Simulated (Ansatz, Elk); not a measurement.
# How far do independent atoms describe MoH2?, part 2 of 2

Structure refinements treat a crystal as free atoms side by side. For a made-up structure of MoH2 (cell and positions from a r2SCAN relaxation) the runs below show what the calculated density changes in F(hkl).

Elk 11.2.3 (patched build); all-electron DFT.

So far: The starting structure; Ground state and structure factors; The highest occupied states alone.

The structure was built from a prototype and need not be the compound's stable phase.

### Step 4. Another functional

Level of this step: DFT, LDA (Perdew-Wang), all-electron APW+lo, Dirac cores, scalar-relativistic bands, static density, no spin (Elk).

The difference from free atoms is small, so it is set against the change that LDA (Perdew-Wang) makes.

Contents of elk.in:

```
tasks
  0
  195

xctype
  3

spinpol
  .false.

rgkmax
  7.0

gmaxvr
  14.0

lmaxo
  7

lmaxapw
  8

swidth
  0.002

tshift
  .false.

ramdisk
  .false.

hmaxvr
  5.5

maxscl
  120

epspot
  1e-06

sppath
  './'

avec
  -0.00000000000 4.15382310412 4.15382310412
  4.15382310412 0.00000000000 4.15382310412
  4.15382310412 4.15382310412 -0.00000000000

atoms
  2
  'Mo.in'
  1
  0.0000000000 -0.0000000000 -0.0000000000   0.000000 0.000000 0.000000
  'H.in'
  2
  0.7500000000 0.7500000000 0.7500000000   0.000000 0.000000 0.000000
  0.2500000000 0.2500000000 0.2500000000   0.000000 0.000000 0.000000

ngridk
  9 9 9
```

The run is started by

```console
OMP_NUM_THREADS=4 elk
```

Numbers of over 12 decimals in the logs are rounded to 6 here.

The log of the run:

```text
┌─────────────────────────┐
│ Elk code version 11.2.3 │
└─────────────────────────┘

All units are atomic (Hartree, Bohr, etc.)

┌─────────────────────────────────────────────────┐
│ Ground-state run starting from atomic densities │
└─────────────────────────────────────────────────┘

Lattice vectors :
  -0.000000000       4.153823104       4.153823104
   4.153823104       0.000000000       4.153823104
   4.153823104       4.153823104      -0.000000000

Reciprocal lattice vectors :
 -0.7563135393      0.7563135393      0.7563135393
[...]
interstitial                :    2.835349284
 muffin-tins (core leakage)
  species : 1 (Mo)
   atom 1                    :    39.68078047     ( -0.1818701058E-05)
  species : 2 (H)
   atom 1                    :   0.7419351215     (   0.000000000    )
   atom 2                    :   0.7419351215     (   0.000000000    )
 total in muffin-tins        :    41.16465072
 total calculated charge     :    43.99974876
 total charge                :    44.00000000
 error                       :   0.2512405583E-03

┌──────────────────────────────┐
│ Self-consistent loop stopped │
└──────────────────────────────┘

Wrote STATE.OUT
[key lines of the parts left out:]
total energy                :     -4046.5870555808
```

It took 4.7 s on 4 threads of Arm Neoverse V2, shared host; peak memory 0.22 GiB.

Against the first run R = 0.04 %; the largest change is -0.026 at 220.

### Step 5. A coarser k-mesh

About half the k-points along each axis test the sampling.

elk.in: that of step 4 with these lines changed.

```diff
@@ -5,3 +5,3 @@
 xctype
-  3
+  20
 
@@ -59,2 +59,2 @@
 ngridk
-  9 9 9
+  4 4 4
```

The run is started by

```console
OMP_NUM_THREADS=4 elk
```

The log of the run:

```text
┌─────────────────────────┐
│ Elk code version 11.2.3 │
└─────────────────────────┘

All units are atomic (Hartree, Bohr, etc.)

┌─────────────────────────────────────────────────┐
│ Ground-state run starting from atomic densities │
└─────────────────────────────────────────────────┘

Lattice vectors :
  -0.000000000       4.153823104       4.153823104
   4.153823104       0.000000000       4.153823104
   4.153823104       4.153823104      -0.000000000

Reciprocal lattice vectors :
 -0.7563135393      0.7563135393      0.7563135393
[...]
interstitial                :    2.819984538
 muffin-tins (core leakage)
  species : 1 (Mo)
   atom 1                    :    39.65941121     (  0.2946003402E-05)
  species : 2 (H)
   atom 1                    :   0.7603021263     (   0.000000000    )
   atom 2                    :   0.7603021263     (   0.000000000    )
 total in muffin-tins        :    41.18001546
 total calculated charge     :    43.99977065
 total charge                :    44.00000000
 error                       :   0.2293470089E-03

┌──────────────────────────────┐
│ Self-consistent loop stopped │
└──────────────────────────────┘

Wrote STATE.OUT
[key lines of the parts left out:]
total energy                :     -4050.7482381939
```

The job ended after 5.1 s (4 threads; peak memory 0.22 GiB; 9.9 s of CPU time).

Against the first run R = 0.03 %; the largest change is -0.022 at 400.

### Step 6. Basis size

A smaller basis shows how fast F responds to it; the change is likely larger than the basis error of the first run, but doesn't show convergence.

elk.in: that of step 5 with these lines changed.

```diff
@@ -11,3 +11,3 @@
 rgkmax
-  7.0
+  5.5
 
@@ -59,2 +59,2 @@
 ngridk
-  4 4 4
+  9 9 9
```

The run is started by

```console
OMP_NUM_THREADS=4 elk
```

The log of the run:

```text
┌─────────────────────────┐
│ Elk code version 11.2.3 │
└─────────────────────────┘

All units are atomic (Hartree, Bohr, etc.)

┌─────────────────────────────────────────────────┐
│ Ground-state run starting from atomic densities │
└─────────────────────────────────────────────────┘

Lattice vectors :
  -0.000000000       4.153823104       4.153823104
   4.153823104       0.000000000       4.153823104
   4.153823104       4.153823104      -0.000000000

Reciprocal lattice vectors :
 -0.7563135393      0.7563135393      0.7563135393
[...]
interstitial                :    2.834314346
 muffin-tins (core leakage)
  species : 1 (Mo)
   atom 1                    :    39.65774892     (  0.2945007218E-05)
  species : 2 (H)
   atom 1                    :   0.7539683659     (   0.000000000    )
   atom 2                    :   0.7539683659     (   0.000000000    )
 total in muffin-tins        :    41.16568565
 total calculated charge     :    43.99975303
 total charge                :    44.00000000
 error                       :   0.2469677995E-03

┌──────────────────────────────┐
│ Self-consistent loop stopped │
└──────────────────────────────┘

Wrote STATE.OUT
[key lines of the parts left out:]
total energy                :     -4050.7468622097
```

Wall time 7.5 s (4 threads); peak memory 0.22 GiB.

Against the first run R = 0.01 %; the largest change is +0.004 at 420.

### Step 7. Settings against the effect

```csv
run,R against the first run (%),"R against neutral atoms, low angle (%)",wall time
"PBE, rgkmax 7",0.00,0.93,8.8 s
LDA (Perdew-Wang),0.04,0.90,4.7 s
k-mesh 4×4×4,0.03,0.94,5.1 s
rgkmax 5.5,0.01,0.93,7.5 s
```

### Step 8. Summary of results

```yaml
r_against_neutral_atoms_sin_theta_lambda_0p3_a_minus1: 0.93 %
r_against_neutral_atoms_0p3_to_0p82_a_minus1: 0.31 %
```

**Reading.** Independent neutral atoms miss the calculated amplitudes by R = 0.93 % below 0.3 Å⁻¹ and 0.31 % from there to 0.82 Å⁻¹; by shells, 0.93 % 0.15 to 0.3 (2 forms), 0.36 % 0.3 to 0.45 (3 forms), 0.30 % above 0.45 (17 forms). Bonding, aspherical density and the tables' own atoms all enter these figures, and the runs don't part them. The largest change of an amplitude is -0.38 electrons, at 200. The window's part falls from 7.8 electrons at the origin to at most 0.28 between 0.45 and 0.82 Å⁻¹. Below 0.3 Å⁻¹ the changes that finished (LDA (Perdew-Wang), k-mesh 4×4×4 and rgkmax 5.5) move F by R = 0.03 % at most, against the 0.93 % that separates it from free atoms. These runs have no spin, though d or f shells may be open. Part of the difference isn't bonding: the tables are fits to free atoms and ions calculated by other methods than this functional. Thermal motion, anomalous dispersion and extinction are left out.

[Logs are printed without paths, hosts, clocks, repeated set-up lines and the standing remarks that a program may print on its own settings, such as how far it seeks lower states.]

[Hosts, paths, dates, database ids (printed as entryN), source tags and the programs' standing remarks are cut or masked in the printed files.]
